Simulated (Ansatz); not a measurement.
# KCrF3 (P4/mmm): how robust is the cRPA U?, part 2 of 2

Aim: hold the target of a cRPA run on KCrF3 (P4/mmm) and move one thing at a time.

Ansatz 0.2.0; constrained RPA on LDA, plane waves, PAW.

So far. Step 4 (Changed: 2×2×2 mesh): On the Cr d shell, screening brings the on-site interaction from 19.3 eV down to U = 7.19 eV.

## (8) Changed: potentials

File input.yaml:

```yaml
crystal:
  lattice:
    - [-4.09361, 0.0, 0.0]
    - [0.0, -4.09361, 0.0]
    - [0.0, 0.0, 4.600637]
  atoms:
    - { symbol: K, position: [0.5, 0.5, 0.5] }
    - { symbol: Cr, position: [0.0, 0.0, 0.0] }
    - { symbol: F, position: [0.0, 0.0, 0.5] }
    - { symbol: F, position: [0.0, 0.5, 0.0] }
    - { symbol: F, position: [0.5, 0.0, 0.0] }
kpoints:
  mp_grid: { grid: [8, 8, 8] }
hamiltonian:
  xc: lda
  pseudopotentials: { kind: paw, source: ansatz }
scf:
  occupations: { method: gaussian, width: 0.08 }
  n_extra_bands: 19
  max_iter: 150
output:
  crpa:
    kmesh: [4, 4, 4]
    target_bands: [v2, c3]
    projections: [{ species: Cr, l: d, shell: 3 }]
```

Started as:

```bash
ansatz run input.yaml --threads 4 --pin off --max-ram 9216MiB --backend cpu --events-out ev --progress --plain --runs-dir out
```

Numbers of over 12 decimals in the logs are rounded to 6 here.

What it wrote:

```text
[...]
Crystal: 5 atoms, lattice volume = 77.096 Å³
Basis set: ecut = 1050 eV, 5973 PW (Γ)
Bands: 41, of which v1, the nominal top of the filled ones, is band 22 counted from 1 (21 counted from 0)
Symmetry: 16 space group operations
[...]
k-points: 75 of 512
[...]
χ-basis size per q: N_G = 260..296
[...]
screened: U = 7.0590 eV, U' = 6.0011 eV, J = 0.5261 eV
      screened d-shell averages: U_bar = F0 = 6.2127 eV, J_bar = 0.7377 eV
      screened, to within: U = 2.1e-2 eV, U' = 2.1e-2 eV, J = 7.1e-4 eV
      screened d-shell averages, to within: U_bar = 2.0e-2 eV, J_bar = 1.1e-3 eV
      bare: V = 19.1725 eV, V' = 17.8365 eV, J = 0.6482 eV
      bare d-shell averages: V_bar = F0 = 18.1037 eV, J_bar = 0.9154 eV
[...]
[key lines of the parts left out:]
SCF converged after 12 iterations
Free energy (F): -7201.744577 eV
Fermi energy:    6.943188 eV
```

Wall time 9.7 min (4 threads of Arm Neoverse V2, shared host); peak memory 1.3 GiB.

Numbers from this step:

| Item | Value |
| --- | --- |
| U | 7.059 eV |
| U prime (inter-orbital) | 6.001 eV |
| J | 0.5261 eV |
| bare V | 19.17 eV |
| bare J | 0.6482 eV |
| stated bound on U | 0.02053 eV |
| U over bare V | 0.3682 |
| electrons in the window | 4.000 |
| head of the constrained inverse dielectric matrix | 0.4245 |
| least eigenvalue of the projection's overlap | 0.7578 |
| target functions | 5 |
| bands in the sums | 50 |
| width of the target bands | 2.846 eV |
| weight of the projected orbitals in the window | 0.8899 |

On the Cr d shell, screening brings the on-site interaction from 19.2 eV down to U = 7.06 eV.

## (9) Changed: potentials

This step: constrained RPA on LDA, plane waves, norm-conserving pseudopotentials.

Changes to input.yaml since step 8:

```diff
@@ -15,3 +15,3 @@
   xc: lda
-  pseudopotentials: { kind: paw, source: ansatz }
+  pseudopotentials: { kind: nc }
 scf:
```

What it wrote:

```text
[...]
Crystal: 5 atoms, lattice volume = 77.096 Å³
Basis set: ecut = 1278.935154 eV, 7943 PW (Γ)
Bands: 41, of which v1, the nominal top of the filled ones, is band 22 counted from 1 (21 counted from 0)
Symmetry: 16 space group operations
[...]
k-points: 75 of 512
[...]
χ-basis size per q: N_G = 260..296
[...]
screened: U = 7.0734 eV, U' = 6.0159 eV, J = 0.5252 eV
      screened d-shell averages: U_bar = F0 = 6.2274 eV, J_bar = 0.7367 eV
      screened, to within: U = 1.5e-2 eV, U' = 1.5e-2 eV, J = 8.3e-4 eV
      screened d-shell averages, to within: U_bar = 1.3e-2 eV, J_bar = 1.2e-3 eV
      bare: V = 19.1548 eV, V' = 17.8194 eV, J = 0.6475 eV
      bare d-shell averages: V_bar = F0 = 18.0864 eV, J_bar = 0.9146 eV
[...]
[key lines of the parts left out:]
SCF converged after 11 iterations
Free energy (F): -5243.244587 eV
Fermi energy:    7.081220 eV
```

It took 12 min on 4 threads; peak memory 1.5 GiB.

Numbers from this step:

* U: 7.073 eV
* U prime (inter-orbital): 6.016 eV
* J: 0.5252 eV
* bare V: 19.15 eV
* bare J: 0.6475 eV
* stated bound on U: 0.01410 eV
* U over bare V: 0.3693
* electrons in the window: 4.000
* head of the constrained inverse dielectric matrix: 0.4261
* least eigenvalue of the projection's overlap: 0.7609
* target functions: 5
* bands in the sums: 50
* width of the target bands: 2.806 eV
* weight of the projected orbitals in the window: 0.8913

On the Cr d shell, screening brings the on-site interaction from 19.2 eV down to U = 7.07 eV.

## (10) Changed: volume +6 %

This step: constrained RPA on LDA, plane waves, PAW.

The cell differs from the one that the last finished run ended in (a 4.094 → 4.174 Å, b 4.094 → 4.174 Å, c 4.601 → 4.691 Å).

Changes to input.yaml since step 9:

```diff
@@ -2,5 +2,5 @@
   lattice:
-    - [-4.09361, 0.0, 0.0]
-    - [0.0, -4.09361, 0.0]
-    - [0.0, 0.0, 4.600637]
+    - [-4.173897246, 0.0, 0.0]
+    - [0.0, -4.173897246, 0.0]
+    - [0.0, 0.0, 4.6908684765]
   atoms:
@@ -15,3 +15,2 @@
   xc: lda
-  pseudopotentials: { kind: nc }
 scf:
@@ -25 +24,6 @@
     projections: [{ species: Cr, l: d, shell: 3 }]
+  local_orbitals:
+    kmesh: [8, 8, 8]
+    orbitals: [{ species: Cr, l: d, shell: 3 }]
+    window: { bands: [v2, c3] }
+    seedname: lo
```

What it wrote:

```text
[...]
Crystal: 5 atoms, lattice volume = 81.722 Å³
Basis set: ecut = 420 eV, 1591 PW (Γ)
Bands: 41, of which v1, the nominal top of the filled ones, is band 22 counted from 1 (21 counted from 0)
Symmetry: 16 space group operations
[...]
k-points: 75 of 512
[...]
χ-basis size per q: N_G = 277..332
[...]
screened: U = 7.0908 eV, U' = 6.0234 eV, J = 0.5308 eV
      screened d-shell averages: U_bar = F0 = 6.2369 eV, J_bar = 0.7443 eV
      screened, to within: U = 1.6e-2 eV, U' = 1.6e-2 eV, J = 7.5e-4 eV
      screened d-shell averages, to within: U_bar = 1.5e-2 eV, J_bar = 1.1e-3 eV
      bare: V = 19.2310 eV, V' = 17.8896 eV, J = 0.6520 eV
      bare d-shell averages: V_bar = F0 = 18.1579 eV, J_bar = 0.9203 eV
[...]
[key lines of the parts left out:]
SCF converged after 10 iterations
Free energy (F): -7201.390534 eV
Fermi energy:    6.209748 eV
```

Run time: 2.7 min. Hardware: 4 threads; peak memory 0.63 GiB.

This step gave:

```yaml
u: 7.091 eV
u_prime_inter_orbital: 6.023 eV
j: 0.5308 eV
bare_v: 19.23 eV
bare_j: 0.6520 eV
stated_bound_on_u: 0.01528 eV
u_over_bare_v: 0.3687
electrons_in_the_window: 4.000
head_of_the_constrained_inverse_dielectric_matrix: 0.4312
least_eigenvalue_of_the_projection_s_overlap: 0.7701
target_functions: 5
bands_in_the_sums: 50
r_m_s_miss_of_the_model_bands: 6.28e-5 eV
width_of_the_target_bands: 2.552 eV
weight_of_the_projected_orbitals_in_the_window: 0.8951
```

On the Cr d shell, screening brings the on-site interaction from 19.2 eV down to U = 7.09 eV.

## (11) Side by side

Times are wall times on 4 threads of Arm Neoverse V2, shared host, good to a factor of about two.

| run | bare V (eV) | U (eV) | J (eV) | bound on U (eV) | width (eV) | time |
| --- | --- | --- | --- | --- | --- | --- |
| target window | 19.18 | 7.069 | 0.529 | 0.0147 | 2.84 | 2.4 min |
| 4×4×2 mesh | 19.20 | 7.098 | 0.528 | 0.0144 | 2.84 | 76 s |
| 2×2×2 mesh | 19.30 | 7.187 | 0.528 | 0.0131 | 2.84 | 17 s |
| potentials | 19.17 | 7.059 | 0.526 | 0.0205 | 2.85 | 9.7 min |
| potentials | 19.15 | 7.073 | 0.525 | 0.0141 | 2.81 | 12 min |
| volume +6 % | 19.23 | 7.091 | 0.531 | 0.0153 | 2.55 | 2.7 min |

## (12) Summary of results

```json
{"target window": "U 7.07 eV, J 0.53 eV", "4×4×2 mesh": "U 7.10 eV, J 0.53 eV", "2×2×2 mesh": "U 7.19 eV, J 0.53 eV", "potentials": "U 7.07 eV, J 0.53 eV", "volume +6 %": "U 7.09 eV, J 0.53 eV"}
```

In words: 4×4×2 mesh moves U by +0.03 eV (within the solver's bounds, for the mean over orbitals). 2×2×2 mesh moves U by +0.12 eV at 0.12 times the time. Potentials moves U by −0.01 eV (within the solver's bounds, for the mean over orbitals) at 4.0 times the time. Potentials moves U by +0.004 eV (within the solver's bounds, for the mean over orbitals) at 4.8 times the time. Volume +6 % moves U by +0.02 eV (within the solver's bounds, for the mean over orbitals). The printed bound covers the solver alone, not the mesh, and no denser mesh than the base was run. The parent state is non-magnetic and the interaction static (zero frequency); U depends on the window and the orbitals, so it belongs to this model alone.

[Paths, hosts, dates, memory and timing lines, banners, echoed tables and standing remarks are left out of the program output.]

[Logs are printed without paths, hosts, clocks, repeated set-up lines and the standing remarks that a program may print on its own settings, such as how far it seeks lower states.]

[Runs of the session that timed out or met a known fault of the program may be left out.]

[Hosts, paths, dates, database ids (printed as entryN), source tags and the programs' standing remarks are cut or masked in the printed files.]
